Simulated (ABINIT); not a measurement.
**LiCdH3 (Pm-3m): zone-centre phonons**

Aim: the zone-centre modes of LiCdH3 (Pm-3m).

Calculated with ABINIT 10.8.3; DFT PBEsol, scalar-relativistic, plane waves, PseudoDojo norm-conserving pseudopotentials.

The structure was built from a prototype and need not be the compound's stable phase.

### Step 1. Starting point

It takes space group Pm-3m (No. 221, cubic). The conventional cell has a = 4.508 Å, b = 4.508 Å, c = 4.508 Å, α = 90.00°, β = 90.00°, γ = 90.00°. Nearest to Li lie 12 H at 3.19 Å. Nearest to Cd lie 6 H at 2.25 Å. Nearest to H lie 2 Cd at 2.25 Å. Farther neighbours are not listed.

### Step 2. A probe with smearing

A first run with smearing and empty bands tells whether the crystal has a gap, which decides between fixed occupations and smearing later on.

probe.abi

```
# ground state
tolvrs 1.0d-08
prtden 1
prtwf 1

# basis, mesh and filling
ecut 57.0
ecutsm 3.0
ngkpt 4 4 4
nshiftk 1
shiftk 0.0 0.0 0.0
istwfk *1
occopt 7
tsmear 0.005
nband 20
nstep 100
diemac 9.0
prtebands 0
prtgsr 0
useylm 1

# cell and atoms
acell 8.51888537 8.51888537 8.51888537
rprim 
    1.0 0.0 0.0
    0.0 1.0 0.0
    0.0 0.0 1.0
ntypat 3
znucl 3 48 1
natom 5
typat 1 2 3 3 3
xred 
    0.0 0.0 0.0
    0.5 0.5 0.5
    0.5 0.5 0.0
    0.5 0.0 0.5
    0.0 0.5 0.5
pp_dirpath "./pseudo"
pseudos "Li.upf, Cd.upf, H.upf"
```

On the command line:

```bash
$ OMP_NUM_THREADS=1 mpirun -n 4 abinit probe.abi > probe.log
```

Numbers of over 12 decimals in the logs are rounded to 6 here.

probe.abo, the main output file:

```text
[banners, grids, parts of the stress and lines that vanish by symmetry left out]
- input  file    -> probe.abi
- output file    -> probe.abo
- root for input  files -> probei
[...]
Symmetries : space group Pm -3 m (#221); Bravais cP (primitive cubic)
[...]
mpw =       12797          nfft =      216000          nkpt =          10
[...]
== DATASET  1 ==================================================================
[...]
cutoff_energies: {ecut:  57.0, pawecutdg:  -1.0, }
[...]
ETOT  1  -181.02892458647    -1.810E+02 3.416E+00 1.087E+04
 ETOT  2  -182.24618441443    -1.217E+00 2.957E-01 1.756E+04
 ETOT  3  -183.78676581287    -1.541E+00 2.141E-02 2.749E+03
 ETOT  4  -183.93472214790    -1.480E-01 2.572E-03 9.864E+02
 ETOT  5  -183.99924131827    -6.452E-02 5.425E-04 2.150E+02
[...]
ETOT 12  -184.01530036412    -2.346E-10 3.901E-05 4.424E-07
 ETOT 13  -184.01530036418    -6.213E-11 6.075E-05 4.686E-09
 At SCF step   13       vres2   =  4.69E-09 < tolvrs=  1.00E-08 =>converged.
[...]
sigma(1 1)=  2.88053366E-04  sigma(3 2)=  0.00000000E+00
  sigma(2 2)=  2.88053366E-04  sigma(3 1)=  0.00000000E+00
  sigma(3 3)=  2.88053366E-04  sigma(2 1)=  0.00000000E+00
[...]
convergence: {deltae: -6.213E-11, res2:  4.686E-09, residm:  6.075E-05, diffor: null, }
etotal    :  -1.84015300E+02
[...]
sigma(1 1)=  2.88053366E-04  sigma(3 2)=  0.00000000E+00
  sigma(2 2)=  2.88053366E-04  sigma(3 1)=  0.00000000E+00
  sigma(3 3)=  2.88053366E-04  sigma(2 1)=  0.00000000E+00
[...]
- sigma(1 1)=  8.47482261E+00  sigma(3 2)=  0.00000000E+00
- sigma(2 2)=  8.47482261E+00  sigma(3 1)=  0.00000000E+00
- sigma(3 3)=  8.47482261E+00  sigma(2 1)=  0.00000000E+00
[...]
fcart     -0.0000000000E+00 -0.0000000000E+00 -0.0000000000E+00
           strten      2.8805336554E-04  2.8805336554E-04  2.8805336554E-04
================================================================================

[key lines of the parts left out:]
pressure_GPa:  -8.4748E+00
```

Wall time 32 s (4 MPI ranks of Arm Neoverse V2, shared host).

Numbers from this step:

| Item | Value |
| --- | --- |
| volume per atom | 18.32 Å³ |
| pressure | -8.475 GPa |
| gap on the k-mesh | 0 eV |

No gap opens on this mesh, so smearing is kept.

### Step 3. Rough relaxation

The typed start is rough, so a first relaxation with smearing and loose thresholds takes it towards rest cheaply.

prerelax.abi

```
# relaxation
ionmov 2
optcell 2
dilatmx 1.15
chkdilatmx 0
ntime 40
tolmxf 3.0d-04
tolvrs 1.0d-10
prtwf 0
prtden 0
chksymtnons 0

# basis, mesh and filling
ecut 45.6
ecutsm 3.0
ngkpt 4 4 4
nshiftk 1
shiftk 0.0 0.0 0.0
istwfk *1
occopt 7
tsmear 0.005
nband 20
nstep 100
diemac 1000000.0
prtebands 0
prtgsr 0
useylm 1

# cell and atoms
acell 8.51888537 8.51888537 8.51888537
rprim 
    1.0 0.0 0.0
    0.0 1.0 0.0
    0.0 0.0 1.0
ntypat 3
znucl 3 48 1
natom 5
typat 1 2 3 3 3
xred 
    0.0 0.0 0.0
    0.5 0.5 0.5
    0.5 0.5 0.0
    0.5 0.0 0.5
    0.0 0.5 0.5
pp_dirpath "./pseudo"
pseudos "Li.upf, Cd.upf, H.upf"
```

On the command line:

```bash
$ OMP_NUM_THREADS=1 mpirun -n 4 abinit prerelax.abi > prerelax.log
```

prerelax.abo, the main output file:

```text
[banners, grids, parts of the stress and lines that vanish by symmetry left out]
- input  file    -> prerelax.abi
- output file    -> prerelax.abo
- root for input  files -> prerelaxi
[...]
Symmetries : space group Pm -3 m (#221); Bravais cP (primitive cubic)
[...]
mpw =       13854          nfft =      216000          nkpt =          10
[...]
== DATASET  1 ==================================================================
[...]
cutoff_energies: {ecut:  45.6, pawecutdg:  -1.0, }
[...]
ETOT  1  -181.54354816674    -1.815E+02 2.642E+00 7.828E+03
 ETOT  2  -182.79811578091    -1.255E+00 1.269E-01 1.114E+04
 ETOT  3  -183.86759202352    -1.069E+00 2.885E-02 1.695E+03
 ETOT  4  -183.96740309610    -9.981E-02 2.943E-03 5.600E+02
 ETOT  5  -184.01039366217    -4.299E-02 3.656E-04 5.854E+01
[...]
At SCF step   13       vres2   =  9.40E-11 < tolvrs=  1.00E-10 =>converged.
[...]
ETOT 10  -184.06071961040     1.063E-11 1.292E-08 7.286E-12
 At SCF step   10       vres2   =  7.29E-12 < tolvrs=  1.00E-10 =>converged.
[...]
sigma(1 1)=  2.23933238E-06  sigma(3 2)=  0.00000000E+00
  sigma(2 2)=  2.23933238E-06  sigma(3 1)=  0.00000000E+00
  sigma(3 3)=  2.23933238E-06  sigma(2 1)=  0.00000000E+00
[...]
convergence: {deltae:  1.063E-11, res2:  7.286E-12, residm:  1.292E-08, diffor: null, }
etotal    :  -1.84060720E+02
[...]
At Broyd/MD step   7, gradients are converged :
[...]
sigma(1 1)=  2.23933238E-06  sigma(3 2)=  0.00000000E+00
  sigma(2 2)=  2.23933238E-06  sigma(3 1)=  0.00000000E+00
  sigma(3 3)=  2.23933238E-06  sigma(2 1)=  0.00000000E+00
[...]
- sigma(1 1)=  6.58834331E-02  sigma(3 2)=  0.00000000E+00
- sigma(2 2)=  6.58834331E-02  sigma(3 1)=  0.00000000E+00
- sigma(3 3)=  6.58834331E-02  sigma(2 1)=  0.00000000E+00
[...]
fcart     -0.0000000000E+00 -0.0000000000E+00 -0.0000000000E+00
           strten      2.2393323758E-06  2.2393323758E-06  2.2393323758E-06
================================================================================

[key lines of the parts left out:]
pressure_GPa:  -6.5883E-02
Total energy (etotal) [Ha]= -1.84060719610404E+02
```

It took 3.4 min on 4 MPI ranks; 13 min of CPU time.

Step by step:

```
step  energy less that of the first step (eV)  largest force (eV/Å)  volume (Å³)
   1                                   0.0000                0.0000        91.61
   2                                  -0.1241                0.0000        89.26
   3                                   0.7228                0.0000        38.01
   4                                  -1.0187                0.0000        70.13
   5                                  -1.2230                0.0000        62.74
   6                                  -1.2592                0.0000        57.57
   7                                  -1.2615                0.0000        58.62
```

| cell as run | before | after | change |
| --- | --- | --- | --- |
| a (Å) | 4.508 | 3.885 | -13.8 % |
| b (Å) | 4.508 | 3.885 | -13.8 % |
| c (Å) | 4.508 | 3.885 | -13.8 % |
| volume (Å³/atom) | 18.32 | 11.72 | -36.0 % |

The relaxed structure:

```
Li Cd H
1.0
     3.88462    0.00000    0.00000
     0.00000    3.88462    0.00000
     0.00000    0.00000    3.88462
Li Cd H
1 1 3
Direct
  0.00000 0.00000 0.00000
  0.50000 0.50000 0.50000
  0.50000 0.50000 0.00000
  0.50000 0.00000 0.50000
  0.00000 0.50000 0.50000
```

This step gave:

* volume per atom: 11.72 Å³
* pressure: -0.06588 GPa

The volume changes by -36.0 % in this run and stands -36.0 % from the first cell.

### Step 4. Rough relaxation

The cell changed much, so the rough relaxation is repeated on a basis made for the new cell.

Changes to prerelax.abi since step 3:

```diff
@@ -29,3 +29,3 @@
 # cell and atoms
-acell 8.51888537 8.51888537 8.51888537
+acell 7.340873319 7.340873319 7.340873319
 rprim
```

prerelax.abo, the main output file:

```text
[banners, grids, parts of the stress and lines that vanish by symmetry left out]
- input  file    -> prerelax.abi
- output file    -> prerelax.abo
- root for input  files -> prerelaxi
[...]
Symmetries : space group Pm -3 m (#221); Bravais cP (primitive cubic)
[...]
mpw =        8884          nfft =      157464          nkpt =          10
[...]
== DATASET  1 ==================================================================
[...]
cutoff_energies: {ecut:  45.6, pawecutdg:  -1.0, }
[...]
ETOT  1  -182.83707245309    -1.828E+02 3.122E+00 2.247E+03
 ETOT  2  -183.63887390305    -8.018E-01 4.098E-02 3.541E+03
 ETOT  3  -184.02581610260    -3.869E-01 5.356E-03 3.764E+02
 ETOT  4  -184.05450173025    -2.869E-02 1.034E-02 6.666E+01
 ETOT  5  -184.06068619744    -6.184E-03 7.747E-04 7.356E-01
[...]
ETOT 10  -184.06071957774    -5.736E-11 8.279E-05 3.258E-09
 ETOT 11  -184.06071957773     1.188E-11 2.987E-04 8.288E-11
 At SCF step   11       vres2   =  8.29E-11 < tolvrs=  1.00E-10 =>converged.
[...]
sigma(1 1)=  2.24056168E-06  sigma(3 2)=  0.00000000E+00
  sigma(2 2)=  2.24056168E-06  sigma(3 1)=  0.00000000E+00
  sigma(3 3)=  2.24056168E-06  sigma(2 1)=  0.00000000E+00
[...]
convergence: {deltae:  1.188E-11, res2:  8.288E-11, residm:  2.987E-04, diffor: null, }
etotal    :  -1.84060720E+02
[...]
At Broyd/MD step   1, gradients are converged :
[...]
sigma(1 1)=  2.24056168E-06  sigma(3 2)=  0.00000000E+00
  sigma(2 2)=  2.24056168E-06  sigma(3 1)=  0.00000000E+00
  sigma(3 3)=  2.24056168E-06  sigma(2 1)=  0.00000000E+00
[...]
- sigma(1 1)=  6.59196006E-02  sigma(3 2)=  0.00000000E+00
- sigma(2 2)=  6.59196006E-02  sigma(3 1)=  0.00000000E+00
- sigma(3 3)=  6.59196006E-02  sigma(2 1)=  0.00000000E+00
[...]
fcart     -0.0000000000E+00 -0.0000000000E+00 -0.0000000000E+00
           strten      2.2405616846E-06  2.2405616846E-06  2.2405616846E-06
================================================================================

[key lines of the parts left out:]
pressure_GPa:  -6.5920E-02
Total energy (etotal) [Ha]= -1.84060719577726E+02
```

Run time: 21 s. Hardware: 4 MPI ranks; 82 s of CPU time.

Little changed from the start: no atom moved by 0.005 Å and no cell edge by 0.1 %.

This step gave:

* pressure: -0.06592 GPa

The volume changes by +0.0 % in this run and stands -36.0 % from the first cell.

### Step 5. Relaxing the cell and atoms

The harmonic expansion needs vanishing forces, and a free crystal bears no stress, so cell and atoms are brought to rest. Stress is more sensitive to the basis than forces are: the last 3 Ha under the cutoff are smoothed with ecutsm.

relax.abi, as its differences from prerelax.abi of step 4:

```diff
@@ -3,7 +3,6 @@
 optcell 2
-dilatmx 1.15
-chkdilatmx 0
+dilatmx 1.08
 ntime 40
-tolmxf 3.0d-04
-tolvrs 1.0d-10
+tolmxf 1.0d-05
+tolvrs 1.0d-14
 prtwf 0
@@ -13,5 +12,5 @@
 # basis, mesh and filling
-ecut 45.6
+ecut 57.0
 ecutsm 3.0
-ngkpt 4 4 4
+ngkpt 6 6 6
 nshiftk 1
@@ -19,4 +18,4 @@
 istwfk *1
-occopt 7
-tsmear 0.005
+occopt 6
+tsmear 0.01
 nband 20
```

On the command line:

```bash
$ OMP_NUM_THREADS=1 mpirun -n 4 abinit relax.abi > relax.log
```

relax.abo, the main output file:

```text
[banners, grids, parts of the stress and lines that vanish by symmetry left out]
- input  file    -> relax.abi
- output file    -> relax.abo
- root for input  files -> relaxi
[...]
Symmetries : space group Pm -3 m (#221); Bravais cP (primitive cubic)
[...]
mpw =       10291          nfft =      157464          nkpt =          20
[...]
== DATASET  1 ==================================================================
[...]
cutoff_energies: {ecut:  57.0, pawecutdg:  -1.0, }
[...]
ETOT  1  -182.67216675592    -1.827E+02 2.951E+00 2.922E+03
 ETOT  2  -183.52037781364    -8.482E-01 4.574E-02 4.687E+03
 ETOT  3  -184.01233678183    -4.920E-01 6.106E-03 5.506E+02
 ETOT  4  -184.04992228172    -3.759E-02 1.150E-03 1.346E+02
 ETOT  5  -184.06189820095    -1.198E-02 5.509E-04 2.592E+00
[...]
At SCF step   14       vres2   =  1.18E-15 < tolvrs=  1.00E-14 =>converged.
[...]
sigma(1 1)=  1.45895305E-05  sigma(3 2)=  0.00000000E+00
  sigma(2 2)=  1.45895305E-05  sigma(3 1)=  0.00000000E+00
  sigma(3 3)=  1.45895305E-05  sigma(2 1)=  0.00000000E+00
[...]
convergence: {deltae: -3.902E-11, res2:  1.180E-15, residm:  2.092E-05, diffor: null, }
etotal    :  -1.84062059E+02
[...]
ETOT  1  -184.06187198265    -1.841E+02 6.308E-04 2.670E+00
[...]
At SCF step   11       vres2   =  4.99E-16 < tolvrs=  1.00E-14 =>converged.
[...]
sigma(1 1)=  1.26373322E-05  sigma(3 2)=  0.00000000E+00
  sigma(2 2)=  1.26373322E-05  sigma(3 1)=  0.00000000E+00
  sigma(3 3)=  1.26373322E-05  sigma(2 1)=  0.00000000E+00
[...]
convergence: {deltae: -1.475E-11, res2:  4.995E-16, residm:  3.071E-06, diffor: null, }
etotal    :  -1.84062066E+02
[...]
ETOT  1  -184.05461546823    -1.841E+02 7.177E-04 1.054E+02
[...]
At SCF step   12       vres2   =  2.86E-16 < tolvrs=  1.00E-14 =>converged.
[...]
sigma(1 1)= -1.39972428E-07  sigma(3 2)=  0.00000000E+00
  sigma(2 2)= -1.39972428E-07  sigma(3 1)=  0.00000000E+00
  sigma(3 3)= -1.39972428E-07  sigma(2 1)=  0.00000000E+00
[...]
convergence: {deltae:  2.240E-11, res2:  2.856E-16, residm:  2.661E-07, diffor: null, }
etotal    :  -1.84062087E+02
[...]
ETOT  1  -184.06208589889    -1.841E+02 1.357E-06 1.319E-02
[...]
ETOT  9  -184.06208685801     1.612E-11 1.876E-06 2.142E-14
 ETOT 10  -184.06208685803    -2.171E-11 4.593E-06 1.147E-15
 At SCF step   10       vres2   =  1.15E-15 < tolvrs=  1.00E-14 =>converged.
[...]
sigma(1 1)=  1.31392335E-09  sigma(3 2)=  0.00000000E+00
  sigma(2 2)=  1.31392335E-09  sigma(3 1)=  0.00000000E+00
  sigma(3 3)=  1.31392335E-09  sigma(2 1)=  0.00000000E+00
[...]
convergence: {deltae: -2.171E-11, res2:  1.147E-15, residm:  4.593E-06, diffor: null, }
etotal    :  -1.84062087E+02
[...]
At Broyd/MD step   4, gradients are converged :
[...]
sigma(1 1)=  1.31392335E-09  sigma(3 2)=  0.00000000E+00
  sigma(2 2)=  1.31392335E-09  sigma(3 1)=  0.00000000E+00
  sigma(3 3)=  1.31392335E-09  sigma(2 1)=  0.00000000E+00
[...]
- sigma(1 1)=  3.86569595E-05  sigma(3 2)=  0.00000000E+00
- sigma(2 2)=  3.86569595E-05  sigma(3 1)=  0.00000000E+00
- sigma(3 3)=  3.86569595E-05  sigma(2 1)=  0.00000000E+00
[...]
fcart     -0.0000000000E+00 -0.0000000000E+00 -0.0000000000E+00
           strten      1.3139233469E-09  1.3139233477E-09  1.3139233486E-09
================================================================================

[key lines of the parts left out:]
pressure_GPa:  -3.8657E-05
Total energy (etotal) [Ha]= -1.84062086858031E+02
```

The job ended after 2.4 min (4 MPI ranks).

Relaxation path:

| step | energy less that of the first step (eV) | largest force (eV/Å) | volume (Å³) |
| --- | --- | --- | --- |
| 1 | 0.0000 | 0.0000 | 58.62 |
| 2 | -0.0002 | 0.0000 | 58.54 |
| 3 | -0.0008 | 0.0000 | 58.05 |
| 4 | -0.0008 | 0.0000 | 58.06 |

```csv
"conventional cell, symmetrised",before,after,change
a (Å),3.885,3.872,-0.3 %
b (Å),3.885,3.872,-0.3 %
c (Å),3.885,3.872,-0.3 %
volume (Å³/atom),11.72,11.61,-1.0 %
```

Final coordinates:

```cif
data_structure
_symmetry_space_group_name_H-M 'P 1'
_symmetry_Int_Tables_number 1
_cell_length_a 3.8721
_cell_length_b 3.8721
_cell_length_c 3.8721
_cell_angle_alpha 90.000
_cell_angle_beta 90.000
_cell_angle_gamma 90.000
_cell_volume 58.06
loop_
_atom_site_label
_atom_site_type_symbol
_atom_site_fract_x
_atom_site_fract_y
_atom_site_fract_z
_atom_site_occupancy
Li1 Li 0.00000 0.00000 0.00000 1
Cd2 Cd 0.50000 0.50000 0.50000 1
H3 H 0.50000 0.50000 0.00000 1
H4 H 0.50000 0.00000 0.50000 1
H5 H 0.00000 0.50000 0.50000 1
```

Numbers from this step:

```
volume per atom : 11.61 Å³
pressure        : -3.87e-5 GPa
```

The volume changes by -1.0 % in this run and stands -36.6 % from the first cell.

### Step 6. Ground state

The response is built on these wavefunctions, so the potential is converged far more tightly than an energy would need. ecutsm is kept as in the relaxation, so that the cell stays at rest. Smearing stays on, as the first look found no gap above 0.3 eV.

gs.abi

```
# ground state
tolvrs 1.0d-16
prtden 1
prtwf 1

# basis, mesh and filling
ecut 57.0
ecutsm 3.0
ngkpt 6 6 6
nshiftk 1
shiftk 0.0 0.0 0.0
istwfk *1
occopt 6
tsmear 0.01
nband 20
nstep 100
diemac 1000000.0
prtebands 0
prtgsr 0
useylm 1

# cell and atoms
acell 7.317287405 7.317287405 7.317287405
rprim 
    1.0 0.0 0.0
    0.0 1.0 0.0
    0.0 0.0 1.0
ntypat 3
znucl 3 48 1
natom 5
typat 1 2 3 3 3
xred 
    0.0 0.0 0.0
    0.5 0.5 0.5
    0.5 0.5 0.0
    0.5 0.0 0.5
    0.0 0.5 0.5
pp_dirpath "./pseudo"
pseudos "Li.upf, Cd.upf, H.upf"
```

On the command line:

```bash
$ OMP_NUM_THREADS=1 mpirun -n 4 abinit gs.abi > gs.log
```

gs.abo, the main output file:

```text
[banners, grids, parts of the stress and lines that vanish by symmetry left out]
- input  file    -> gs.abi
- output file    -> gs.abo
- root for input  files -> gsi
[...]
Symmetries : space group Pm -3 m (#221); Bravais cP (primitive cubic)
[...]
mpw =        8121          nfft =      125000          nkpt =          20
[...]
== DATASET  1 ==================================================================
[...]
cutoff_energies: {ecut:  57.0, pawecutdg:  -1.0, }
[...]
ETOT  1  -182.63899155257    -1.826E+02 3.290E+00 2.417E+03
 ETOT  2  -183.49285201813    -8.539E-01 2.120E-01 3.926E+03
 ETOT  3  -184.00841808441    -5.156E-01 1.243E-02 4.669E+02
 ETOT  4  -184.04891013503    -4.049E-02 2.349E-03 1.149E+02
 ETOT  5  -184.06193710310    -1.303E-02 3.388E-04 1.874E+00
[...]
ETOT 15  -184.06208692611    -5.144E-12 3.232E-05 1.205E-16
 ETOT 16  -184.06208692612    -1.245E-11 3.555E-05 1.469E-17
 At SCF step   16       vres2   =  1.47E-17 < tolvrs=  1.00E-16 =>converged.
[...]
sigma(1 1)=  7.83353844E-10  sigma(3 2)=  0.00000000E+00
  sigma(2 2)=  7.83353847E-10  sigma(3 1)=  0.00000000E+00
  sigma(3 3)=  7.83353849E-10  sigma(2 1)=  0.00000000E+00
[...]
convergence: {deltae: -1.245E-11, res2:  1.469E-17, residm:  3.555E-05, diffor: null, }
etotal    :  -1.84062087E+02
[...]
sigma(1 1)=  7.83353844E-10  sigma(3 2)=  0.00000000E+00
  sigma(2 2)=  7.83353847E-10  sigma(3 1)=  0.00000000E+00
  sigma(3 3)=  7.83353849E-10  sigma(2 1)=  0.00000000E+00
[...]
- sigma(1 1)=  2.30470658E-05  sigma(3 2)=  0.00000000E+00
- sigma(2 2)=  2.30470659E-05  sigma(3 1)=  0.00000000E+00
- sigma(3 3)=  2.30470659E-05  sigma(2 1)=  0.00000000E+00
[...]
fcart     -0.0000000000E+00 -0.0000000000E+00 -0.0000000000E+00
           strten      7.8335384446E-10  7.8335384707E-10  7.8335384880E-10
================================================================================

[key lines of the parts left out:]
pressure_GPa:  -2.3047E-05
```

The job ended after 38 s (4 MPI ranks).

Read from the output:

```yaml
pressure: -2.30e-5 GPa
```

The cell stands at -2.3e-5 GPa, close enough for phonons.

[end of part 1 of 4]

[Host names and launcher messages were left out of these logs when they were recorded.]

[Logs are printed without paths, hosts, clocks, repeated set-up lines and the standing remarks that a program may print on its own settings, such as how far it seeks lower states.]

[Hosts, paths, dates, database ids (printed as entryN), source tags and the programs' standing remarks are cut or masked in the printed files.]
